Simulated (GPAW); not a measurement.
Two runs for the Ti K edge of atom 1 in TiC (Fm-3m). Run A: GPAW, PBE, excited-electron core hole (neutral cell), 16-atom cell with 6.1 Å between holes, 7×7×7 k points, dipole transitions, Gaussian full width 0.94 eV up to 4 eV, rising linearly to 3.5 eV at 25 eV. Run B differs in one choice.

Energy from the lowest empty level; intensity scaled to a mean of 1 over the first 20 eV:

| E (eV) | A | B |
| --- | --- | --- |
| -2.00 | 0.00 | 0.00 |
| -1.25 | 0.00 | 0.00 |
| -0.50 | 0.04 | 0.04 |
| 0.25 | 0.21 | 0.18 |
| 1.00 | 0.14 | 0.12 |
| 1.75 | 0.13 | 0.13 |
| 2.50 | 0.21 | 0.23 |
| 3.25 | 0.39 | 0.41 |
| 4.00 | 0.38 | 0.30 |
| 4.75 | 0.32 | 0.40 |
| 5.50 | 0.52 | 0.53 |
| 6.25 | 0.54 | 0.40 |
| 7.00 | 0.31 | 0.12 |
| 7.75 | 0.11 | 0.09 |
| 8.50 | 0.15 | 0.23 |
| 9.25 | 0.33 | 0.48 |
| 10.00 | 0.60 | 0.81 |
| 10.75 | 0.91 | 1.07 |
| 11.50 | 1.12 | 1.11 |
| 12.25 | 1.17 | 1.23 |
| 13.00 | 1.37 | 1.65 |
| 13.75 | 1.76 | 1.95 |
| 14.50 | 1.97 | 1.90 |
| 15.25 | 1.90 | 1.90 |
| 16.00 | 1.92 | 2.13 |
| 16.75 | 2.13 | 2.35 |
| 17.50 | 2.34 | 2.29 |
| 18.25 | 2.31 | 1.95 |
| 19.00 | 2.04 | 1.59 |
| 19.75 | 1.70 | 1.36 |
| 20.50 | 1.47 | 1.22 |
| 21.25 | 1.32 | 1.10 |
| 22.00 | 1.19 | 0.99 |
| 22.75 | 1.06 | 0.91 |
| 23.50 | 0.96 | 0.86 |
| 24.25 | 0.89 | 0.86 |
| 25.00 | 0.87 | 0.92 |
| 25.75 | 0.90 | 1.05 |
| 26.50 | 0.99 | 1.24 |
| 27.25 | 1.17 | 1.41 |
| 28.00 | 1.37 | 1.51 |
| 28.75 | 1.52 | 1.50 |
| 29.50 | 1.56 | 1.42 |
| 30.25 | 1.51 | 1.32 |
| 31.00 | 1.42 | 1.25 |
| 31.75 | 1.33 | 1.20 |

The database entry behind the starting cell differs from later determinations by our own check (0.1 to 0.3 % short, probably kX units), so it need not match the best structure at ambient conditions.

**Question.** What was changed?
a) the volume of the cell
b) the k mesh of the spectrum
c) the plane-wave cutoff
d) the broadening

(a): run B changes the volume scale from 1 to 1.06. The scaled spectrum changes by 14 % r.m.s. A shift of -0.6 eV leaves 6 %. The highest intensity below 24 eV goes from 17.8 eV (2.36) to 17.0 eV (2.37). Other settings could leave a like mark; this is the one that was changed.

[Hosts, paths, dates, database ids (printed as entryN), source tags and the programs' standing remarks are cut or masked in the printed files.]

[Lists of maxima count a maximum above −3 eV only where it reaches 4 % of the highest in the window and stands out from its surroundings by 2 % of it (1.5 % where it reaches 55 %); shoulders and weaker maxima are passed over, and of the rest the first, up to two pre-edge ones and the few strongest are named.]
